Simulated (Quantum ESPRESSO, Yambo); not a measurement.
# Diamond (Fd-3m, 2 atoms a cell): G0W0 in Yambo against the bands, part 2 of 2

Aim: move the bands of a G0W0 run on Diamond (Fd-3m, 2 atoms a cell) over a wide range.

Yambo 5.3.0; PBE and many-body steps on it, plane waves. Known limits of the many-body steps: not at the basis limit; coarse k mesh.

So far. Step 4 (37 bands): Against the run before, the gap moves by −0.005 eV.

## (5) 66 bands

Level of this step: G0W0 on PBE, plane waves, norm-conserving pseudopotentials (Yambo).

File gw4.in:

```
HF_and_locXC
gw0
dyson
ppa
em1d
rim_cut
RandQpts= 1000000
RandGvec= 1 RL
EXXRLvcs= 74 Ry
VXCRLvcs= 296 Ry
Chimod= "HARTREE"
% BndsRnXp
 1 | 66 |
%
NGsBlkXp= 15.5 Ry
% LongDrXp
 1 | 1 | 1 |
%
% GbndRnge
 1 | 66 |
%
DysSolver= "n"
ExtendOut
PPAPntXp= 27.21138 eV
% QPkrange
 1 | 1 | 3 | 6 |
 10 | 10 | 3 | 6 |
%
```

The run is started by

```bash
OMP_NUM_THREADS=1 mpirun -n 4 yambo -F gw4.in -J gw4 -C gw4 > gw4.log
```

The log of the run:

```text
 Yambo, version 5.3.0

 [02] CORE Variables Setup
 =========================

  [... cell, symmetries and grids as in the set-up ...]

  [02.05] Energies & Occupations
  ==============================

  [X] === General ===
  [X] Electronic Temperature                        :  0.000000  0.000000 [eV K]
  [X] Bosonic    Temperature                        :  0.000000  0.000000 [eV K]
  [X] Finite Temperature mode                       : no
  [X] El. density                                   :  0.70524E+24 [cm-3]
[...]
QP @ state[ 1 ] b range                          :   3   6
   QP @ state[ 2 ] K range                          :  10  10
   QP @ state[ 2 ] b range                          :   3   6
   GF energies kind                                 : Perdew, Burke & Ernzerhof(X)+Perdew, Burke & Ernzerhof(C)
   GF WF`s kind                                     : Perdew, Burke & Ernzerhof(X)+Perdew, Burke & Ernzerhof(C)
   Xs energies kind                                 : Perdew, Burke & Ernzerhof(X)+Perdew, Burke & Ernzerhof(C)
   Xs WF`s kind                                     : Perdew, Burke & Ernzerhof(X)+Perdew, Burke & Ernzerhof(C)

 [11] Game Over & Game summary
```

Elapsed: 23 s, on 4 MPI ranks of Arm Neoverse V1, shared host; peak memory 1.1 GiB; 87 s of CPU time.

This step gave:

| Item | Value |
| --- | --- |
| G0W0 gap on the points computed | 5.498 eV |
| starting gap on the mesh | 4.207 eV |
| k of the valence top | 0, 0, 0 |
| k of the conduction bottom | 0, 0.3333, 0.3333 |
| least direct G0W0 gap on the computed points | 7.367 eV |

Against the run before, the gap moves by +0.020 eV.

## (6) 99 bands

gw5.in, as its differences from gw4.in of step 5:

```diff
@@ -12,3 +12,3 @@
 % BndsRnXp
- 1 | 66 |
+ 1 | 99 |
 %
@@ -19,3 +19,3 @@
 % GbndRnge
- 1 | 66 |
+ 1 | 99 |
 %
```

The run is started by

```bash
OMP_NUM_THREADS=1 mpirun -n 4 yambo -F gw5.in -J gw5 -C gw5 > gw5.log
```

The log of the run:

```text
 Yambo, version 5.3.0

 [02] CORE Variables Setup
 =========================

  [... cell, symmetries and grids as in the set-up ...]

  [02.05] Energies & Occupations
  ==============================

  [X] === General ===
  [X] Electronic Temperature                        :  0.000000  0.000000 [eV K]
  [X] Bosonic    Temperature                        :  0.000000  0.000000 [eV K]
  [X] Finite Temperature mode                       : no
  [X] El. density                                   :  0.70524E+24 [cm-3]
[...]
QP @ state[ 1 ] b range                          :   3   6
   QP @ state[ 2 ] K range                          :  10  10
   QP @ state[ 2 ] b range                          :   3   6
   GF energies kind                                 : Perdew, Burke & Ernzerhof(X)+Perdew, Burke & Ernzerhof(C)
   GF WF`s kind                                     : Perdew, Burke & Ernzerhof(X)+Perdew, Burke & Ernzerhof(C)
   Xs energies kind                                 : Perdew, Burke & Ernzerhof(X)+Perdew, Burke & Ernzerhof(C)
   Xs WF`s kind                                     : Perdew, Burke & Ernzerhof(X)+Perdew, Burke & Ernzerhof(C)

 [11] Game Over & Game summary
```

Wall time 33 s (4 MPI ranks); peak memory 1.2 GiB.

Numbers from this step:

* G0W0 gap on the points computed: 5.508 eV
* starting gap on the mesh: 4.207 eV
* k of the valence top: 0, 0, 0
* k of the conduction bottom: 0, 0.3333, 0.3333
* least direct G0W0 gap on the computed points: 7.366 eV

Against the run before, the gap moves by +0.010 eV.

## (7) 137 bands

gw6.in, as its differences from gw5.in of step 6:

```diff
@@ -12,3 +12,3 @@
 % BndsRnXp
- 1 | 99 |
+ 1 | 137 |
 %
@@ -19,3 +19,3 @@
 % GbndRnge
- 1 | 99 |
+ 1 | 137 |
 %
```

The run is started by

```bash
OMP_NUM_THREADS=1 mpirun -n 4 yambo -F gw6.in -J gw6 -C gw6 > gw6.log
```

The log of the run:

```text
 Yambo, version 5.3.0

 [02] CORE Variables Setup
 =========================

  [... cell, symmetries and grids as in the set-up ...]

  [02.05] Energies & Occupations
  ==============================

  [X] === General ===
  [X] Electronic Temperature                        :  0.000000  0.000000 [eV K]
  [X] Bosonic    Temperature                        :  0.000000  0.000000 [eV K]
  [X] Finite Temperature mode                       : no
  [X] El. density                                   :  0.70524E+24 [cm-3]
[...]
QP @ state[ 1 ] b range                          :   3   6
   QP @ state[ 2 ] K range                          :  10  10
   QP @ state[ 2 ] b range                          :   3   6
   GF energies kind                                 : Perdew, Burke & Ernzerhof(X)+Perdew, Burke & Ernzerhof(C)
   GF WF`s kind                                     : Perdew, Burke & Ernzerhof(X)+Perdew, Burke & Ernzerhof(C)
   Xs energies kind                                 : Perdew, Burke & Ernzerhof(X)+Perdew, Burke & Ernzerhof(C)
   Xs WF`s kind                                     : Perdew, Burke & Ernzerhof(X)+Perdew, Burke & Ernzerhof(C)

 [11] Game Over & Game summary
```

Run time: 45 s. Hardware: 4 MPI ranks; peak memory 1.2 GiB.

Numbers from this step:

| Property | Result |
| --- | --- |
| G0W0 gap on the points computed | 5.513 eV |
| starting gap on the mesh | 4.207 eV |
| k of the valence top | 0, 0, 0 |
| k of the conduction bottom | 0, 0.3333, 0.3333 |
| least direct G0W0 gap on the computed points | 7.365 eV |

Against the run before, the gap moves by +0.005 eV.

## (8) Side by side

Times are wall times on 4 MPI ranks of Arm Neoverse V1, shared host, good to a factor of about two.

| run | mesh | bands | screening cutoff (eV) | DFT gap (eV) | gap on the mesh (eV) | direct (eV) | time |
| --- | --- | --- | --- | --- | --- | --- | --- |
| 12 bands | 6×6×6 | 12 | 210.9 | 4.207 | 5.543 | 7.567 | 6.5 s |
| 20 bands | 6×6×6 | 20 | 210.9 | 4.207 | 5.483 | 7.440 | 9 s |
| 37 bands | 6×6×6 | 37 | 210.9 | 4.207 | 5.478 | 7.378 | 14 s |
| 66 bands | 6×6×6 | 66 | 210.9 | 4.207 | 5.498 | 7.367 | 23 s |
| 99 bands | 6×6×6 | 99 | 210.9 | 4.207 | 5.508 | 7.366 | 33 s |
| 137 bands | 6×6×6 | 137 | 210.9 | 4.207 | 5.513 | 7.365 | 45 s |

## (9) What came out

- 12 bands: 5.543 eV
- 20 bands: 5.483 eV
- 37 bands: 5.478 eV
- 66 bands: 5.498 eV
- 99 bands: 5.508 eV
- 137 bands: 5.513 eV
- known limits: not at the basis limit; coarse k mesh

What this shows: The setting moved: bands. From 12 bands to 137 bands the gap moves by −0.03 eV, for 6.8 times the time, not steadily: it passes through 5.48 eV. It holds to 0.03 eV from 66 bands on. Bands and screening cutoff are coupled, so a series along one setting does not show full convergence. Bands and cutoff are finite, so the gap is not at the basis limit. The miss can reach some tenths of an eV and take either sign; the mesh is an error of its own. In the G0W0 runs levels were corrected at 2 k points alone, so a gap called «on the mesh» is the least over those, and an edge elsewhere would be missed. The 6×6×6 mesh is coarse for this cell, which bears on the long-range parts of exchange and screening.

[Paths, hosts, dates, memory and timing lines, banners, echoed tables and standing remarks are left out of the program output.]

[Logs are printed without paths, hosts, clocks, repeated set-up lines and the standing remarks that a program may print on its own settings, such as how far it seeks lower states.]

[Runs of the session that timed out or met a known fault of the program may be left out.]

[Hosts, paths, dates, database ids (printed as entryN), source tags and the programs' standing remarks are cut or masked in the printed files.]
